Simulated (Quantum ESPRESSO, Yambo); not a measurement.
# PtS2 (1T monolayer): G0W0 in Yambo against the screening cutoff

Wanted: the cheapest screening cutoff that holds the gap of PtS2 (1T monolayer).

Method: PBE and many-body steps on it, plane waves, in Yambo 5.3.0.

This is a report of a sequence of runs, with most program output left out.

### Step 1. Starting point

The cell holds 3 atoms: 1 Pt and 2 S. Cell: a = 3.574 Å, b = 3.574 Å, c = 15.000 Å, α = 90.0°, β = 90.0°, γ = 120.0°. It derives from  ([{'formula': 'PtS2', 'spacegroup': 164, 'source': 'prototype of the bulk crystal'}]). Vacuum lies along c.

Coordinates:

```xyz
3
Lattice="3.5735 0.0000 0.0000 -1.7868 3.0948 0.0000 0.0000 0.0000 15.0000" Properties=species:S:1:pos:R:3
Pt    0.0000    0.0000    7.5000
S     0.0000    2.0632    8.7279
S     1.7868    1.0316    6.2721
```

The structure was relaxed with PBE. The runs that relaxed it are not among those shown. Spin-orbit coupling is left out unless a step names it.

### Step 2. 1.25 Ha

This step: Yambo 5.3.0; G0W0 on PBE, plane waves, norm-conserving pseudopotentials.

Now the one-shot GW correction: screening in the RPA, then the self-energy of the levels asked for.

File gw7.in:

```
HF_and_locXC
gw0
dyson
ppa
em1d
rim_cut
rim_w
RandQpts= 3000000
RandGvec= 100 RL
CUTGeo= "slab z"
RandGvecW= 9 RL
EXXRLvcs= 76 Ry
VXCRLvcs= 304 Ry
Chimod= "HARTREE"
% BndsRnXp
 1 | 96 |
%
NGsBlkXp= 2.5 Ry
% LongDrXp
 1 | 1 | 0 |
%
% GbndRnge
 1 | 96 |
%
DysSolver= "n"
ExtendOut
PPAPntXp= 27.21138 eV
% QPkrange
 5 | 5 | 14 | 17 |
 2 | 2 | 14 | 17 |
 1 | 1 | 14 | 17 |
%
```

Command:

```bash
OMP_NUM_THREADS=2 mpirun -n 4 yambo -F gw7.in -J gw7 -C gw7 > gw7.log
```

The job ended after 75 s (4 MPI ranks of Arm Neoverse V1, shared host; peak memory 2.5 GiB; 7.7 min of CPU time).

Numbers from this step:

```yaml
g0w0_gap_on_the_points_computed: 3.219 eV
starting_gap_on_the_mesh: 2.039 eV
k_of_the_valence_top: 0, 0.1667, 0
k_of_the_conduction_bottom: 0, 0.1667, 0
least_direct_g0w0_gap_on_the_computed_points: 3.219 eV
z_at_the_valence_top: 0.7545
z_at_the_conduction_bottom: 0.7613
```

The gap on the mesh goes from 2.04 eV to 3.22 eV, a correction of +1.18 eV.

### Step 3. 2 Ha

gw8.in, as its differences from gw7.in of step 2:

```diff
@@ -17,3 +17,3 @@
 %
-NGsBlkXp= 2.5 Ry
+NGsBlkXp= 4 Ry
 % LongDrXp
```

Command:

```bash
OMP_NUM_THREADS=2 mpirun -n 4 yambo -F gw8.in -J gw8 -C gw8 > gw8.log
```

Run time: 81 s. Hardware: 4 MPI ranks; peak memory 2.5 GiB; 8.5 min of CPU time.

Numbers from this step:

| Property | Result |
| --- | --- |
| G0W0 gap on the points computed | 3.221 eV |
| starting gap on the mesh | 2.039 eV |
| k of the valence top | 0, 0.1667, 0 |
| k of the conduction bottom | 0, 0.1667, 0 |
| least direct G0W0 gap on the computed points | 3.221 eV |
| Z at the valence top | 0.7498 |
| Z at the conduction bottom | 0.7567 |

Against the run before, the gap moves by +0.002 eV.

### Step 4. 4 Ha

gw9.in, as its differences from gw8.in of step 3:

```diff
@@ -17,3 +17,3 @@
 %
-NGsBlkXp= 4 Ry
+NGsBlkXp= 8 Ry
 % LongDrXp
```

Command:

```bash
OMP_NUM_THREADS=2 mpirun -n 4 yambo -F gw9.in -J gw9 -C gw9 > gw9.log
```

The job ended after 1.9 min (4 MPI ranks; peak memory 2.7 GiB; 13 min of CPU time).

This step gave:

```yaml
g0w0_gap_on_the_points_computed: 3.270 eV
starting_gap_on_the_mesh: 2.039 eV
k_of_the_valence_top: 0, 0.1667, 0
k_of_the_conduction_bottom: 0, 0.1667, 0
least_direct_g0w0_gap_on_the_computed_points: 3.270 eV
```

Against the run before, the gap moves by +0.049 eV.

### Step 5. 5 Ha

gw10.in, as its differences from gw9.in of step 4:

```diff
@@ -17,3 +17,3 @@
 %
-NGsBlkXp= 8 Ry
+NGsBlkXp= 10 Ry
 % LongDrXp
```

Command:

```bash
OMP_NUM_THREADS=2 mpirun -n 4 yambo -F gw10.in -J gw10 -C gw10 > gw10.log
```

The job ended after 3.1 min (4 MPI ranks; peak memory 2.7 GiB).

Numbers from this step:

```
G0W0 gap on the points computed              : 3.292 eV
starting gap on the mesh                     : 2.039 eV
k of the valence top                         : 0, 0.1667, 0
k of the conduction bottom                   : 0, 0.1667, 0
least direct G0W0 gap on the computed points : 3.292 eV
```

Against the run before, the gap moves by +0.022 eV.

### Step 6. 6.25 Ha

gw11.in, as its differences from gw10.in of step 5:

```diff
@@ -17,3 +17,3 @@
 %
-NGsBlkXp= 10 Ry
+NGsBlkXp= 12.5 Ry
 % LongDrXp
```

Command:

```bash
OMP_NUM_THREADS=2 mpirun -n 4 yambo -F gw11.in -J gw11 -C gw11 > gw11.log
```

It took 4.5 min on 4 MPI ranks; peak memory 2.5 GiB.

Numbers from this step:

| Item | Value |
| --- | --- |
| G0W0 gap on the points computed | 3.297 eV |
| starting gap on the mesh | 2.039 eV |
| k of the valence top | 0, 0.1667, 0 |
| k of the conduction bottom | 0, 0.1667, 0 |
| least direct G0W0 gap on the computed points | 3.297 eV |

Against the run before, the gap moves by +0.006 eV.

### Step 7. The runs together

Times are wall times on 4 MPI ranks of Arm Neoverse V1, shared host, good to a factor of about two.

```tsv
run	mesh	bands	screening cutoff (eV)	DFT gap (eV)	gap on the mesh (eV)	direct (eV)	time
1.25 Ha	6×6×1	96	34	2.039	3.219	3.219	75 s
2 Ha	6×6×1	96	54.4	2.039	3.221	3.221	81 s
4 Ha	6×6×1	96	108.8	2.039	3.270	3.270	1.9 min
5 Ha	6×6×1	96	136.1	2.039	3.292	3.292	3.1 min
6.25 Ha	6×6×1	96	170.1	2.039	3.297	3.297	4.5 min
```

### Step 8. Outcome

```yaml
1p25_ha: 3.219 eV
2_ha: 3.221 eV
4_ha: 3.270 eV
5_ha: 3.292 eV
6p25_ha: 3.297 eV
known_limits: not at the basis limit; no spin polarisation; d states lean on the start; no spin-orbit coupling
```

What this shows: The setting moved: screening cutoff. From 1.25 Ha to 6.25 Ha the gap moves by +0.08 eV, for 3.6 times the time. It holds to 0.03 eV from 4 Ha on. Bands and screening cutoff are coupled, so a series along one setting does not show full convergence. Bands and cutoff are finite, so the gap is not at the basis limit. The miss can reach some tenths of an eV and take either sign; the mesh is an error of its own. In the G0W0 runs levels were corrected at 3 k points alone, so a gap called «on the mesh» is the least over those, and an edge elsewhere would be missed. A denser mesh or path gives a starting gap of 1.77 eV: the GW mesh misses a band edge, so its gaps are not the fundamental one. The runs have no spin polarisation. For a closed low-spin shell that is the natural state; where a d or f shell is open it is a constraint, and the gap is then not the crystal's own. With d states at the gap, one-shot GW leans hard on its start. The many-body steps are scalar-relativistic: spin-orbit coupling is not in them.

[Paths, hosts, dates, memory and timing lines, banners, echoed tables and standing remarks are left out of the program output.]

[Logs are printed without paths, hosts, clocks, repeated set-up lines and the standing remarks that a program may print on its own settings, such as how far it seeks lower states.]

[Runs of the session that timed out or met a known fault of the program may be left out.]

[Hosts, paths, dates, database ids (printed as entryN), source tags and the programs' standing remarks are cut or masked in the printed files.]
